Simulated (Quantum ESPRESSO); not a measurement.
# Nickel: parallel and opposed starts, part 2 of 2

A self-consistent run ends on one state, which hangs on the start. Several orders of Nickel are started in Quantum ESPRESSO and their energies compared.

Quantum ESPRESSO 7.5; PBE; plane waves with GBRV 1.5 PBE potentials, no spin-orbit coupling.

So far: The structure; Run 1 (ferro +).

## (3) Run 2, typed as antiferro q=(0,1/2,1/2) +−

This order needs a doubled cell of 2 atoms. The wavevector q is in fractions of the reciprocal vectors of the crystal's primitive cell, as the cells of these inputs are built from it; moments change sign between cells as cos(2π q·R).

pw.py reads:

```python
from ase import Atoms
from ase.calculators.espresso import Espresso, EspressoProfile

atoms = Atoms(['Ni', 'Ni'],
    cell=[[0.0, 1.761935, 1.761935],
         [3.52387, 0.0, 3.52387],
         [3.52387, 1.761935, 1.761935]],
    scaled_positions=[[0.0, 0.0, 0.0],
         [0.0, 0.5, 0.0]],
    pbc=True,
    magmoms=[1.0, -1.0])
input_data = {
    'control': {'calculation': 'scf', 'prefix': 'pwscf', 'outdir': './tmp', 'disk_io': 'nowf'},
    'system': {'ecutwfc': 40.0, 'ecutrho': 280.0, 'nbnd': 25, 'occupations': 'smearing', 'smearing': 'fd', 'degauss': 0.00734986, 'nspin': 2},
    'electrons': {'conv_thr': 4e-09, 'electron_maxstep': 150, 'mixing_beta': 0.3},
}
atoms.calc = Espresso(
    profile=EspressoProfile(command='mpirun -n 2 pw.x -nk 2', pseudo_dir='pseudo'),
    pseudopotentials={'Ni': 'ni_pbe_v1.4.uspp.F.UPF'},
    input_data=input_data,
    kpts=(14, 7, 14),
    koffset=(0, 0, 0))
atoms.get_potential_energy()
energy = atoms.calc.results['free_energy']
print(f'free energy: {energy:.6f} eV')
print('site moments (muB):', atoms.get_magnetic_moments().round(3))
```

espresso.pwi reads:

```
&CONTROL
   calculation      = 'scf'
   outdir           = './tmp'
   prefix           = 'pwscf'
   disk_io          = 'nowf'
   pseudo_dir       = 'pseudo'
/
&SYSTEM
   nbnd             = 25
   ecutwfc          = 40.0
   ecutrho          = 280.0
   occupations      = 'smearing'
   degauss          = 0.00734986
   smearing         = 'fd'
   nspin            = 2
   starting_magnetization(1) = 1.0
   starting_magnetization(2) = -1.0
   ntyp             = 2
   nat              = 2
   ibrav            = 0
/
&ELECTRONS
   electron_maxstep = 150
   conv_thr         = 4e-09
   mixing_beta      = 0.3
/
&IONS
/
&CELL
/
&FCP
/
&RISM
/
ATOMIC_SPECIES
Ni  58.6934 ni_pbe_v1.4.uspp.F.UPF
Ni1 58.6934 ni_pbe_v1.4.uspp.F.UPF

K_POINTS automatic
14 7 14  0 0 0

CELL_PARAMETERS angstrom
0.00000000000000 1.76193500000000 1.76193500000000
3.52387000000000 0.00000000000000 3.52387000000000
3.52387000000000 1.76193500000000 1.76193500000000

ATOMIC_POSITIONS angstrom
Ni  0.0000000000 0.0000000000 0.0000000000  
Ni1 1.7619350000 0.0000000000 1.7619350000
```

Launch:

```console
$ OMP_NUM_THREADS=1 python3 pw.py > pw.log
```

Output:

```text
[banner, memory and clock lines left out]
free energy: -9341.036093 eV
site moments (muB): [ 0. -0.]

--- espresso.pwo ---
Program PWSCF v.7.5 starts

Warning: card &CELL ignored
Warning: card &FCP ignored
Warning: card &RISM ignored

     Message from routine setup:
     using ibrav=0 with symmetry is DISCOURAGED, use correct ibrav instead

     bravais-lattice index     =            0
     lattice parameter (alat)  =       4.7087  a.u.
     unit-cell volume          =     147.6475 (a.u.)^3
     number of atoms/cell      =            2
     number of atomic types    =            2
     number of electrons       =        36.00
     number of Kohn-Sham states=           25
     kinetic-energy cutoff     =      40.0000  Ry
     charge density cutoff     =     280.0000  Ry
     scf convergence threshold =      4.0E-09
     mixing beta               =       0.3000
     number of iterations used =            8  plain     mixing
     Exchange-correlation=  SLA  PW   PBX  PBC
                           (   1   4   3   4   0   0   0)

     celldm(1)=   4.708730  celldm(2)=   0.000000  celldm(3)=   0.000000
     celldm(4)=   0.000000  celldm(5)=   0.000000  celldm(6)=   0.000000

     crystal axes: (cart. coord. in units of alat)
               a(1) = (   0.000000   0.707107   0.707107 )
               a(2) = (   1.414214   0.000000   1.414214 )
               a(3) = (   1.414214   0.707107   0.707107 )

     reciprocal axes: (cart. coord. in units 2 pi/alat)
               b(1) = ( -0.707107  0.707107  0.707107 )
               b(2) = (  0.000000 -0.707107  0.707107 )
               b(3) = (  0.707107  0.707107 -0.707107 )

     PseudoPot. # 1 for Ni read from file:
     ni_pbe_v1.4.uspp.F.UPF
     Pseudo is Ultrasoft + core correction, Zval = 18.0

     PseudoPot. # 2 for Ni read from file:
     ni_pbe_v1.4.uspp.F.UPF
     Pseudo is Ultrasoft + core correction, Zval = 18.0

     atomic species   valence    mass     pseudopotential
     Ni               18.00    58.69340     Ni( 1.00)
     Ni1              18.00    58.69340     Ni( 1.00)

     Starting magnetic structure
     atomic species   magnetization
     Ni              0.056
     Ni1            -0.056

     16 Sym. Ops., with inversion, found

   Cartesian axes

     site n.     atom                  positions (alat units)
         1        Ni     tau(   1) = (   0.0000000   0.0000000   0.0000000  )
         2        Ni1    tau(   2) = (   0.7071068   0.0000000   0.7071068  )

     number of k points=   144  Fermi-Dirac smearing, width (Ry)=  0.0073

     Number of k-points >= 100: set verbosity='high' to print them.

     Dense  grid:    11691 G-vectors     FFT dimensions: (  25,  54,  45)

     Smooth grid:     5063 G-vectors     FFT dimensions: (  20,  40,  36)

     Check: negative core charge=   -0.000020
     Generating pointlists ...
     new r_m :   0.4125 (alat units)  1.9424 (a.u.) for type    1
     new r_m :   0.4125 (alat units)  1.9424 (a.u.) for type    2

     Initial potential from superposition of free atoms

     starting charge      32.0000, renormalised to      36.0000
     Starting wfcs are   26 randomized atomic wfcs

     Self-consistent Calculation

     iteration #  1     ecut=    40.00 Ry     beta= 0.30
     Davidson diagonalization with overlap
     ethr =  1.00E-02,  avg # of iterations =  4.5

     total energy              =    -673.87388824 Ry
     estimated scf accuracy    <      63.00160411 Ry

     total magnetization       =    -0.00 Bohr mag/cell
     absolute magnetization    =     0.48 Bohr mag/cell

     iteration #  2     ecut=    40.00 Ry     beta= 0.30
     Davidson diagonalization with overlap
     ethr =  1.00E-02,  avg # of iterations =  3.1

     total energy              =    -686.03982919 Ry
     estimated scf accuracy    <       2.43453468 Ry

     total magnetization       =     0.00 Bohr mag/cell
     absolute magnetization    =     0.71 Bohr mag/cell

     [... further iterations left out ...]

     iteration # 16     ecut=    40.00 Ry     beta= 0.30
     Davidson diagonalization with overlap
     ethr =  3.67E-10,  avg # of iterations =  2.0

     total energy              =    -686.55354959 Ry
     estimated scf accuracy    <       0.00000002 Ry

     total magnetization       =     0.00 Bohr mag/cell
     absolute magnetization    =     0.00 Bohr mag/cell

     iteration # 17     ecut=    40.00 Ry     beta= 0.30
     Davidson diagonalization with overlap
     ethr =  5.21E-11,  avg # of iterations =  2.0

     Magnetic moment per site  (integrated on atomic sphere of radius R)
     atom   1 (R=0.412)  charge= 16.7076  magn=  0.0001
     atom   2 (R=0.412)  charge= 16.7076  magn= -0.0001

     End of self-consistent calculation

     Number of k-points >= 100: set verbosity='high' to print the bands.

     the Fermi energy is    17.5737 ev

!    total energy              =    -686.55354974 Ry
     estimated scf accuracy    <          3.6E-09 Ry
     smearing contrib. (-TS)   =      -0.01305369 Ry
     internal energy E=F+TS    =    -686.54049604 Ry

     The total energy is F=E-TS. E is the sum of the following terms:
     one-electron contribution =    -384.80137939 Ry
     hartree contribution      =     215.51454239 Ry
     xc contribution           =     -71.10197579 Ry
     ewald contribution        =    -446.15168325 Ry

     total magnetization       =    -0.00 Bohr mag/cell
     absolute magnetization    =     0.00 Bohr mag/cell

     convergence has been achieved in  17 iterations
```

Wall time 63 s (2 MPI ranks of Arm Neoverse V2, shared host); peak memory 0.3 GiB; 2.1 min of CPU time.

Spin moment in the atom's sphere by atom:

```tsv
atom	spin moment in the atom's sphere (μB)
Ni1	0.0001
Ni2	-0.0001
```

This step gave:

```
smearing term TS       : 0.1776 eV
magnetization          : 0 μB
absolute magnetization : 0 μB
final state            : non-magnetic
```

## (4) Start 3: antiferro q=(0,0,1/2) +−

The cell is doubled to 2 atoms to hold this order.

Edit pw.py of step 3 so:

```diff
@@ -5,6 +5,6 @@
     cell=[[0.0, 1.761935, 1.761935],
-         [3.52387, 0.0, 3.52387],
-         [3.52387, 1.761935, 1.761935]],
+         [1.761935, 0.0, 1.761935],
+         [3.52387, 3.52387, 0.0]],
     scaled_positions=[[0.0, 0.0, 0.0],
-         [0.0, 0.5, 0.0]],
+         [0.0, 0.0, 0.5]],
     pbc=True,
@@ -20,3 +20,3 @@
     input_data=input_data,
-    kpts=(14, 7, 14),
+    kpts=(14, 14, 7),
     koffset=(0, 0, 0))
```

Launch:

```console
$ OMP_NUM_THREADS=1 python3 pw.py > pw.log
```

Output:

```text
     [... lines left out ...]
free energy: -9341.036093 eV
site moments (muB): [-0.  0.]
--- espresso.pwo ---
Program PWSCF v.7.5 starts
     [... lines left out ...]
     number of atoms/cell      =            2
     [... lines left out ...]
     number of electrons       =        36.00
     number of Kohn-Sham states=           25
     kinetic-energy cutoff     =      40.0000  Ry
     charge density cutoff     =     280.0000  Ry
     scf convergence threshold =      4.0E-09
     [... lines left out ...]
     12 Sym. Ops., with inversion, found
     [... lines left out ...]
     number of k points=   144  Fermi-Dirac smearing, width (Ry)=  0.0073
     [... lines left out ...]
     iteration # 23     ecut=    40.00 Ry     beta= 0.30
     [... lines left out ...]
     Magnetic moment per site  (integrated on atomic sphere of radius R)
     atom   1 (R=0.412)  charge= 16.7073  magn= -0.0002
     atom   2 (R=0.412)  charge= 16.7073  magn=  0.0002
     [... lines left out ...]
     the Fermi energy is    17.5736 ev
!    total energy              =    -686.55354971 Ry
     estimated scf accuracy    <          5.9E-10 Ry
     smearing contrib. (-TS)   =      -0.01305372 Ry
     [... lines left out ...]
     total magnetization       =    -0.00 Bohr mag/cell
     absolute magnetization    =     0.00 Bohr mag/cell
     convergence has been achieved in  23 iterations
```

It took 51 s on 2 MPI ranks; peak memory 0.29 GiB.

Spin moment in the atom's sphere by atom:

```tsv
atom	spin moment in the atom's sphere (μB)
Ni1	-0.0002
Ni2	0.0002
```

Numbers from this step:

```yaml
smearing_term_ts: 0.1776 eV
magnetization: 0 μB
absolute_magnetization: 0 μB
final_state: non-magnetic
```

## (5) Start 4: no spin polarisation

pw.py reads:

```python
from ase import Atoms
from ase.calculators.espresso import Espresso, EspressoProfile

atoms = Atoms(['Ni'],
    cell=[[0.0, 1.761935, 1.761935],
         [1.761935, 0.0, 1.761935],
         [1.761935, 1.761935, 0.0]],
    scaled_positions=[[0.0, 0.0, 0.0]],
    pbc=True)
input_data = {
    'control': {'calculation': 'scf', 'prefix': 'pwscf', 'outdir': './tmp', 'disk_io': 'nowf'},
    'system': {'ecutwfc': 40.0, 'ecutrho': 280.0, 'nbnd': 15, 'occupations': 'smearing', 'smearing': 'fd', 'degauss': 0.00734986},
    'electrons': {'conv_thr': 2e-09, 'electron_maxstep': 150, 'mixing_beta': 0.3},
}
atoms.calc = Espresso(
    profile=EspressoProfile(command='mpirun -n 2 pw.x -nk 2', pseudo_dir='pseudo'),
    pseudopotentials={'Ni': 'ni_pbe_v1.4.uspp.F.UPF'},
    input_data=input_data,
    kpts=(14, 14, 14),
    koffset=(0, 0, 0))
atoms.get_potential_energy()
energy = atoms.calc.results['free_energy']
print(f'free energy: {energy:.6f} eV')
```

Launch:

```console
$ OMP_NUM_THREADS=1 python3 pw.py > pw.log
```

Output:

```text
     [... lines left out ...]
free energy: -4670.518076 eV
--- espresso.pwo ---
Program PWSCF v.7.5 starts
     [... lines left out ...]
     number of atoms/cell      =            1
     [... lines left out ...]
     number of electrons       =        18.00
     number of Kohn-Sham states=           15
     kinetic-energy cutoff     =      40.0000  Ry
     charge density cutoff     =     280.0000  Ry
     scf convergence threshold =      2.0E-09
     [... lines left out ...]
     48 Sym. Ops., with inversion, found
     [... lines left out ...]
     number of k points=   104  Fermi-Dirac smearing, width (Ry)=  0.0073
     [... lines left out ...]
     iteration # 10     ecut=    40.00 Ry     beta= 0.30
     [... lines left out ...]
     the Fermi energy is    17.5737 ev
!    total energy              =    -343.27677703 Ry
     estimated scf accuracy    <          4.9E-11 Ry
     smearing contrib. (-TS)   =      -0.00652687 Ry
     [... lines left out ...]
     convergence has been achieved in  10 iterations
```

The job ended after 3.3 s (2 MPI ranks; peak memory 0.19 GiB).

Numbers from this step:

* smearing term TS: 0.08880 eV
* final state: non-magnetic (no spin polarisation)

## (6) Energies of the orders

An order is kept where moments of 0.15 μB or more survive with the typed signs; meshes match where a doubled cell samples the same k points as the first cell.

Orders:

```tsv
start	final state	typed order kept	energy over the lowest (meV a seeded atom)	largest site moment (μB)	net moment (μB a cell of the first run)	mesh matched	CPU time (s)
ferro +	ferromagnetic	yes	0	0.6819	0.6401	yes	10.84
antiferro q=(0,1/2,1/2) +-	non-magnetic	no	38.72	0	0	yes	125.8
antiferro q=(0,0,1/2) +-	non-magnetic	no	38.72	0	0	yes	101.7
no spin polarisation	non-magnetic	-	38.69	0	0	yes	6.15
```

## (7) Summary of results

| Quantity | Value |
| --- | --- |
| lowest state found | ferromagnetic (from ferro +) |
| largest site moment | 0.682 μB |
| state without moments | 38.7 meV a seeded atom higher |

**Reading.** 2 starts lost their moments. This is the lowest of 4 collinear or spinless starts, no proof of the ground state. Energies are free energies at an electronic temperature of 1160 K, which lowers moments and differences where the moments are itinerant.

[Logs and program files are shortened in this print: banners, set-up blocks, solver, clock and traceback lines can be left out without a mark of their own.]

[Logs are printed without paths, hosts, clocks, repeated set-up lines and the standing remarks that a program may print on its own settings, such as how far it seeks lower states.]

[Hosts, paths, dates, database ids (printed as entryN), source tags and the programs' standing remarks are cut or masked in the printed files.]

[Where a cell is said to come from a database of computed structures, the database is the Materials Project.]
